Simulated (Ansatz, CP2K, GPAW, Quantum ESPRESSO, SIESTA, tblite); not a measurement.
**Running twisted graphene monolayer on bilayer, 77.90° (186 atoms) with GPAW**

Wanted: GPAW inputs and outputs for twisted graphene monolayer on bilayer, 77.90° (186 atoms), checked against a plane-wave reference.

Method: the method is named at each step, in GPAW 26.7.0.

### 1. The starting structure

The cell holds 186 atoms: 186 C. Its edges and angles: a = 13.697 Å, b = 13.697 Å, c = 20.690 Å, α = 90.0°, β = 90.0°, γ = 120.0°. It derives from C (graphene). Graphene (a = 2.46 Å) under graphene (a = 2.46 Å), monolayer on bilayer, commensurate cell of 31 unit cells a layer, twist 77.90 deg; facing planes 3.32, 3.37 Å apart as built; 14 Å of vacuum; minimised with a classical potential. Then every atom was moved at random, 0.03 Å r.m.s. a Cartesian component. Regions: layer 1, 62 atoms (62 C); layer 2, 62 atoms (62 C); layer 3, 62 atoms (62 C). Vacuum lies along c.

The yardstick, on the same geometry:

| Property | Result |
| --- | --- |
| method | Kohn-Sham DFT, PBE, SSSP efficiency 1.3.0 pseudopotentials, plane waves (Quantum ESPRESSO 7.5); sssp-pbe-1.3.0-efficiency, cutoffs 45/360 Ry, Γ point |
| r.m.s. force component | 1.866 eV/Å |
| longest force | 11.4 eV/Å |
| time | 18 min on 4 MPI ranks of Arm Neoverse V1, shared host |
| CPU time | 72 min |

### 2. PBE, LCAO dzp, h 0.2 Å

Method: Kohn-Sham DFT, PBE, PAW, atomic orbitals (dzp).

run.py

```python
import numpy as np
from ase.io import read
from gpaw import GPAW, FermiDirac
from ase.parallel import parprint as print

atoms = read("structure.xyz")
atoms.calc = GPAW(
    mode="lcao",
    basis="dzp",
    h=0.2,
    xc="PBE",
    kpts={"size": (1, 1, 1), "gamma": True},
    occupations=FermiDirac(0.05),
    maxiter=200,
    symmetry={"point_group": False},
    txt="gpaw.txt",
)
energy = atoms.get_potential_energy(force_consistent=True)
forces = atoms.get_forces()
print(f"energy {energy:.6f} eV")
print("forces (eV/A)")
for i, (a, f) in enumerate(zip(atoms, forces)):
    print(f"{i:4d} {a.symbol:2s} {f[0]:10.5f} {f[1]:10.5f} {f[2]:10.5f}")
print(f"Fermi level {atoms.calc.get_fermi_level():.4f} eV")
for k in range(len(atoms.calc.get_ibz_k_points())):
    for s in range(atoms.calc.get_number_of_spins()):
        e = atoms.calc.get_eigenvalues(kpt=k, spin=s)
        n = np.searchsorted(e, atoms.calc.get_fermi_level())
        print(f"k {k} spin {s} levels about the Fermi level:", np.round(e[max(n - 6, 0):n], 4).tolist(), "|", np.round(e[n:n + 6], 4).tolist())
```

structure.xyz

```xyz
186
Lattice="13.69670 0.00000 0.00000 -6.84835 11.86169 0.00000 0.00000 0.00000 20.69000" Properties=species:S:1:pos:R:3 pbc="T T T"
C 0.23476 1.36979 6.96943
C 1.28585 0.50460 6.95639
C -0.65778 3.73109 6.95681
C 0.40659 2.79402 6.95887
C -1.50314 5.97699 6.93777
C -0.49746 5.05427 6.93549
C -2.41069 8.28812 7.01681
C -1.36426 7.40798 6.97729
C -3.30289 10.56319 7.00750
C -2.16278 9.73952 6.96756
C 2.58354 1.04917 6.94584
C 3.70996 0.09335 6.94543
C 1.77749 3.32685 6.92412
C 2.83042 2.41148 6.91253
C 0.81625 5.58460 6.95432
C 1.97541 4.74978 6.95329
C 0.02486 7.90641 6.97687
C 1.13443 7.02675 6.95618
C -0.85947 10.15954 7.01225
C 0.26099 9.31344 6.90549
C 5.09079 0.65571 6.91584
C -0.68648 11.59172 6.97646
C 4.21400 2.95083 6.93218
C 5.34527 1.99253 6.93322
C 3.25577 5.17585 6.89432
C 4.46280 4.35443 6.95929
C 2.48136 7.53680 6.92225
C 3.57443 6.63235 6.97832
C 1.53293 9.81531 6.99053
C 2.61381 8.93695 7.01598
C 7.52106 0.23830 6.98246
C 1.80057 11.20906 6.96819
C 6.62735 2.50626 6.95267
C 7.74761 1.65743 6.95205
C 5.73001 4.91525 6.94336
C 6.86602 3.92219 6.97853
C 4.89205 7.09543 6.96177
C 6.00635 6.22798 6.96115
C 3.96170 9.45816 6.98701
C 5.11729 8.53650 6.96446
C 3.08950 11.72564 6.91812
C 4.16126 10.83340 6.99301
C 9.11659 2.17484 6.93343
C 10.15104 1.23623 6.91480
C 8.16234 4.48858 6.95660
C 9.22815 3.59267 6.95887
C 7.27733 6.75760 6.99819
C 8.38676 5.89146 6.97460
C 6.40074 9.03908 6.97108
C 7.51867 8.13688 6.92453
C 5.54600 11.35365 6.99032
C 6.65324 10.48751 6.92515
C 11.49139 1.78898 6.97460
C 12.54748 0.87077 6.96053
C 10.58762 4.05041 6.95287
C 11.68068 3.20455 6.94667
[... 126 atom lines left out ...]
C -2.07300 4.67327 13.71726
C -1.72667 3.31404 13.72326
C -0.47822 2.84242 13.72140
C -0.25750 1.42150 13.74664
```

On the command line:

```bash
> OMP_NUM_THREADS=1 mpirun -np 4 gpaw python run.py > output.txt
```

Log:

```text
energy -1648.395720 eV
forces (eV/A)
   0 C    -3.89132    1.85816   -0.17670
   1 C     2.04633   -0.05718    0.01657
   2 C    -2.39858   -4.97460   -0.11759
   3 C     2.24678    0.48576   -0.14156
   4 C    -4.75872    1.68370    0.40722
   5 C     3.40307    3.40927    0.02728
   6 C    -1.84523    2.34101   -0.75227
   7 C     4.16913   -1.67064   -0.03714
   8 C    -1.04485    0.64726   -0.71363
   9 C    -1.80637   -3.57451    0.71145
  10 C     2.23011   -2.87517   -0.18965
  11 C     0.91749    2.88849    0.03643
  12 C    -2.56304   -0.23880    0.23715
  13 C     2.66648    2.07178    0.11918
  14 C     2.61958    2.05102   -0.07861
  15 C    -2.70089   -2.39206   -0.46506
  16 C    -0.90775    0.34177   -0.56728
  17 C    -1.14452   -1.83566   -0.20963
  18 C     0.48757    2.94189   -0.94211
  19 C    -2.16983   -1.53587    1.15352
  20 C    -2.15521   -3.80715    0.39218
  21 C     1.92368   -0.07567   -0.00743
  22 C     0.36425   -1.86344   -0.05269
  23 C    -3.02765    3.34965   -0.10277
[...]
178 C     3.57070   -0.00892    0.13664
 179 C    -3.15787   -0.84608   -0.38833
 180 C    -3.90174    0.72850    0.30064
 181 C    -0.89828    0.65036    0.36726
 182 C     5.55166    2.70469    0.07199
 183 C    -4.20401    0.40017    0.00150
 184 C     5.71686   -1.07902   -0.07715
 185 C     0.57156   -0.25303   -0.47572
Fermi level 0.7630 eV
k 0 spin 0 levels about the Fermi level: [-0.7226, -0.6588, -0.6321, -0.614, -0.5539, -0.4762] | [2.2421, 2.3205, 2.3744, 2.413, 2.424, 2.458]
```

gpaw.txt:

```text
Input parameters:
  mode=LCAO(),
  basis={'default': 'dzp'},
  h=0.2,
  kpts=MonkhorstPack(size=(1, 1, 1), gamma=True),
  maxiter=200,
  occupations=Occupations(name='fermi-dirac', width=0.05, fixmagmom=False),
  symmetry=Symmetry(point_group=False),
  xc=XC(name='PBE')
Unit cell  # Å
| periodic |         x |         y |         z |   lengths |     angles |
|----------|-----------|-----------|-----------|-----------|------------|
|      yes | 13.696700 |  0.000000 |  0.000000 | 13.696700 |  90.000000 |
|      yes | -6.848350 | 11.861690 |  0.000000 | 13.696700 |  90.000000 |
|      yes |  0.000000 |  0.000000 | 20.690000 | 20.690000 | 120.000000 |
Number of symmetries: 1
Symmetry operations  # r_c * U_cc + t_c -> r_c
|   | kind |            matrix            |
|---|------|------------------------------|
| 0 |  E   |  1, 0, 0,  0, 1, 0,  0, 0, 1 |
BZ-sampling:
  Number of BZ points: 1
  Number of IBZ points: 1
  Monkhorst-Pack size: [1, 1, 1]
  Monkhorst-Pack shift: [0, 0, 0]
[... lines left out ...]
eigensolver:
density mixing:
  MSR1-Mixer
occupation numbers:
  Fermi-Dirac:
    width: 0.0500  # eV
FastPoissonSolver using
    Stencil: 8*3+1=25 point O(h^6) finite-difference Laplacian
xc functional:
  name: PBE with 2 nearest neighbor stencil
interpolation: tri-quintic # 5. degree polynomial
Initialization done in: 5.374 s
convergence criteria:
- Maximum [total energy] change in last 3 cyles: 0.0005 eV / valence electron
- Maximum integral of absolute [dens]ity change: 0.0001 electrons / valence electron
- Maximum integral of absolute [eigenst]ate change: 4e-08 eV^2 / valence electron
maximum number of iterations: 200
SCF iterations
|iter     |      energy | eigst |  dens |
|---------|-------------|-------|-------|
|iter:   1|-1677.024547 |      c|       |
|iter:   2|-1672.728445 |      c| -0.90 |
|iter:   3|-1648.034269 |      c| -0.93 |
|iter:   4|-1648.456520 |      c| -1.59 |
|iter:   5|-1648.570138 |      c| -2.14 |
|iter:   6|-1648.404797c|      c| -2.30 |
|iter:   7|-1648.395944c|      c| -3.05 |
|iter:   8|-1648.395879c|      c| -3.78 |
|iter:   9|-1648.395732c|      c| -3.95 |
|iter:  10|-1648.395720c|      c| -4.37c|
Converged in 10 steps
SCF loop duration: 114.158 s (11.416 s/step)
Energy contributions relative to reference atoms: (reference = -191138.829479)
Energy contributions:
  Kinetic:        1430.317401
  Coulomb:       -1467.035129
  Zero:             36.080198
  External:          0.000000
  Xc:            -1647.758189
  Entropy:          -0.000000
  Spinorbit:         0.000000
  ----------------------------
  Free energy:   -1648.395720
  Extrapolated:  -1648.395720
dipole moment: (49.928942, -34.429011, 0.004671)  # |e|*Ang
Fermi level: 0.763
Eigenvalues  # (at kpt = [0.000, 0.000, 0.000])
| band index |      eig [eV] | occ [0-2] |
|------------|---------------|-----------|
|          0 |       -18.875 |     2.000 |
|        ... |               |           |
|        364 |        -0.740 |     2.000 |
|        365 |        -0.724 |     2.000 |
[...]
|        379 |         2.509 |     0.000 |
|        ... |               |           |
|        450 |         8.527 |     0.000 |
Gap: 2.718 eV
Transition (v -> c):
  (s=0, k=0, n=371, [0.00, 0.00, 0.00]) -> (s=0, k=0, n=372, [0.00, 0.00, 0.00])
No difference between direct/indirect transitions
Force computation time: 15.441  # s
timing:  # [seconds]
  Total:  134.980  # ━━━━━━━━━━━━━━━━━━━━━━━━━━━━━━━━━━━━━━━━━━━━━━━━━━━━━━━━
  Init:     5.373  # ━━
  SCF:    114.158  # ━━━━━━━━━━━━━━━━━━━━━━━━━━━━━━━━━━━━━━━━━━━━━━━╸
  Forces:  15.441  # ━━━━━━╸
```

Run time: 2.3 min. Hardware: 4 MPI ranks of Arm Neoverse V1, shared host; peak memory 4 GiB.

Banners, paths, timers and routine set-up lines are dropped from the logs unmarked, and long logs keep their key lines alone; longer cuts are marked.

Against the reference:

```
r.m.s. force component                  : 1.976 eV/Å
r.m.s. difference of force components   : 128.4 meV/Å
longest difference of force vectors     : 780.3 meV/Å
force difference over r.m.s. force      : 6.885 %
slope of forces against the reference's : 1.058
correlation of force components         : 0.9994
```

The surroundings of C161, picked at random, nearest first, numbered as they follow in the input and with coordinates relative to it.

```csv
atom,x,y,z,distance (Å),bonds,Fx,Fy,Fz (eV/Å)
C161,0.00,0.00,0.00,0.00,3,-2.08,2.14,-0.06
C162,0.21,-1.37,0.01,1.38,3,-2.17,-1.68,-0.18
C164,1.06,0.91,-0.03,1.39,3,1.30,1.35,0.44
C152,-1.35,0.58,-0.01,1.46,3,0.93,-5.29,0.10
C169,1.52,-1.85,0.03,2.40,3,-0.96,-2.43,-0.02
C171,2.38,0.38,0.03,2.41,3,0.26,3.38,-0.19
C151,-1.57,1.89,0.00,2.46,3,-1.63,4.88,0.17
C159,-0.95,-2.28,-0.03,2.46,3,0.42,0.63,0.54
C149,-2.45,-0.34,-0.02,2.47,3,0.10,-0.70,0.12
C163,0.85,2.36,-0.03,2.51,3,0.20,-2.02,0.26
```

Atoms are counted from 1 here, from 0 in the log.

Forces lie 6.9 % from the reference's, at 0.13 times its CPU time.

### 3. PBE, LCAO dzp, h 0.2 Å, other mixer settings

Method: Kohn-Sham DFT, PBE, PAW, atomic orbitals (dzp).

Edit run.py of step 2 so:

```diff
@@ -2,3 +2,3 @@
 from ase.io import read
-from gpaw import GPAW, FermiDirac
+from gpaw import GPAW, FermiDirac, Mixer
 from ase.parallel import parprint as print
@@ -13,2 +13,3 @@
     occupations=FermiDirac(0.05),
+    mixer=Mixer(0.03, 7, 100),
     maxiter=200,
```

structure.xyz is that of step 2.

Log:

```text
energy -1648.395731 eV
forces (eV/A)
   0 C    -3.89529    1.85627   -0.17328
   1 C     2.04656   -0.06084    0.01982
   2 C    -2.40088   -4.97386   -0.11505
   3 C     2.24504    0.48668   -0.13848
   4 C    -4.75768    1.68020    0.40742
   5 C     3.40204    3.40901    0.02731
[...]
183 C    -4.20380    0.40429   -0.00135
 184 C     5.71732   -1.07931   -0.07907
 185 C     0.57193   -0.25267   -0.47577
Fermi level 1.0568 eV
k 0 spin 0 levels about the Fermi level: [-0.723, -0.6591, -0.6326, -0.6145, -0.5542, -0.4765] | [2.2418, 2.3201, 2.3739, 2.4126, 2.4236, 2.4576]
```

gpaw.txt:

```text
Input parameters:
  mode=LCAO(),
  basis={'default': 'dzp'},
  h=0.2,
  kpts=MonkhorstPack(size=(1, 1, 1), gamma=True),
  maxiter=200,
[... lines left out ...]
  occupations=Occupations(name='fermi-dirac', width=0.05, fixmagmom=False),
[... lines left out ...]
  Fermi-Dirac:
[... lines left out ...]
convergence criteria:
- Maximum [total energy] change in last 3 cyles: 0.0005 eV / valence electron
[... lines left out ...]
Converged in 14 steps
[... lines left out ...]
  Free energy:   -1648.395731
[... lines left out ...]
Fermi level: 1.057
[... lines left out ...]
|        ... |               |           |
|        364 |        -0.740 |     2.000 |
|        365 |        -0.724 |     2.000 |
[...]
|        379 |         2.509 |     0.000 |
|        ... |               |           |
|        450 |         8.526 |     0.000 |
Gap: 2.718 eV
Transition (v -> c):
  (s=0, k=0, n=371, [0.00, 0.00, 0.00]) -> (s=0, k=0, n=372, [0.00, 0.00, 0.00])
No difference between direct/indirect transitions
Force computation time: 14.545  # s
```

The job ended after 3 min (4 MPI ranks; peak memory 4 GiB; 12 min of CPU time).

Compared with the plane-wave run:

```yaml
r_m_s_force_component: 1.977 eV/Å
r_m_s_difference_of_force_components: 129.9 meV/Å
longest_difference_of_force_vectors: 784 meV/Å
force_difference_over_r_m_s_force: 6.965 %
slope_of_forces_against_the_reference_s: 1.059
correlation_of_force_components: 0.9994
energy_less_the_same_level_run_s: -0.0001 meV/atom
r_m_s_force_difference_from_the_same_level_run: 2.829 meV/Å
```

Against the first run (6.9 %), the force difference from the reference is 7.0 %, at 1.3 times the CPU time: another solver or mixer reaches the same state.

### 4. PBE, LCAO sz(dzp), h 0.2 Å

Method: Kohn-Sham DFT, PBE, PAW, atomic orbitals (sz(dzp)).

Edit run.py of step 3 so:

```diff
@@ -2,4 +2,3 @@
 from ase.io import read
-from gpaw import GPAW, FermiDirac, Mixer
-from ase.parallel import parprint as print
+from gpaw import GPAW, FermiDirac
 
@@ -8,3 +7,3 @@
     mode="lcao",
-    basis="dzp",
+    basis="sz(dzp)",
     h=0.2,
@@ -13,3 +12,2 @@
     occupations=FermiDirac(0.05),
-    mixer=Mixer(0.03, 7, 100),
     maxiter=200,
```

structure.xyz is that of step 3.

On the command line:

```bash
> OMP_NUM_THREADS=1 python run.py > output.txt
```

Log:

```text
energy -1406.413686 eV
forces (eV/A)
   0 C    -4.67786    2.09732   -0.00287
   1 C     2.28884   -0.46838    0.16140
   2 C    -2.74649   -5.93597    0.08577
   3 C     2.49689    0.45991    0.01209
   4 C    -5.28478    2.14266    0.44558
   5 C     3.76764    3.76331    0.10993
[...]
183 C    -4.77518    0.72046   -0.13958
 184 C     7.07525   -1.18911   -0.22872
 185 C     0.61798    0.01213   -0.47252
Fermi level -1.1449 eV
k 0 spin 0 levels about the Fermi level: [-3.0118, -2.9956, -2.9541, -2.895, -2.8747, -2.8018] | [0.0613, 0.0859, 0.2071, 0.2185, 0.2636, 0.2676]
```

gpaw.txt:

```text
Input parameters:
  mode=LCAO(),
  basis={'default': 'sz(dzp)'},
  h=0.2,
  kpts=MonkhorstPack(size=(1, 1, 1), gamma=True),
  maxiter=200,
  occupations=Occupations(name='fermi-dirac', width=0.05, fixmagmom=False),
[... lines left out ...]
  Fermi-Dirac:
[... lines left out ...]
convergence criteria:
- Maximum [total energy] change in last 3 cyles: 0.0005 eV / valence electron
[... lines left out ...]
Converged in 8 steps
[... lines left out ...]
  Free energy:   -1406.413686
[... lines left out ...]
Fermi level: -1.145
[... lines left out ...]
|        ... |               |           |
|        450 |         7.025 |     0.000 |
Gap: 2.863 eV
Transition (v -> c):
  (s=0, k=0, n=371, [0.00, 0.00, 0.00]) -> (s=0, k=0, n=372, [0.00, 0.00, 0.00])
No difference between direct/indirect transitions
Force computation time: 9.595  # s
timing:  # [seconds]
  Total:  67.865  # ━━━━━━━━━━━━━━━━━━━━━━━━━━━━━━━━━━━━━━━━━━━━━━━━━━━━━━━━━
  Init:   14.686  # ━━━━━━━━━━━━╸
  SCF:    43.543  # ━━━━━━━━━━━━━━━━━━━━━━━━━━━━━━━━━━━━╸
  Forces:  9.595  # ━━━━━━━━
```

Elapsed: 69 s, on 1 thread; peak memory 1.4 GiB.

Numbers from this run, and their distance from the reference:

* r.m.s. force component: 2.363 eV/Å
* r.m.s. difference of force components: 573.8 meV/Å
* longest difference of force vectors: 3104 meV/Å
* force difference over r.m.s. force: 30.75 %
* slope of forces against the reference's: 1.255
* correlation of force components: 0.9907

This is a coarse setting, run to see what it loses.

Against the first run (6.9 %), the force difference from the reference is 31 %, at 0.13 times the CPU time (on 1 against 4 cores), with 744 basis functions against 2418: the smaller basis costs accuracy.

[end of part 1 of 2]

[Also dropped from logs without a mark: logging warnings of Python, and SIESTA's first energy breakdown and zero terms.]

[Logs are printed without paths, hosts, clocks, repeated set-up lines and the standing remarks that a program may print on its own settings, such as how far it seeks lower states.]

[Hosts, paths, dates, database ids (printed as entryN), source tags and the programs' standing remarks are cut or masked in the printed files.]
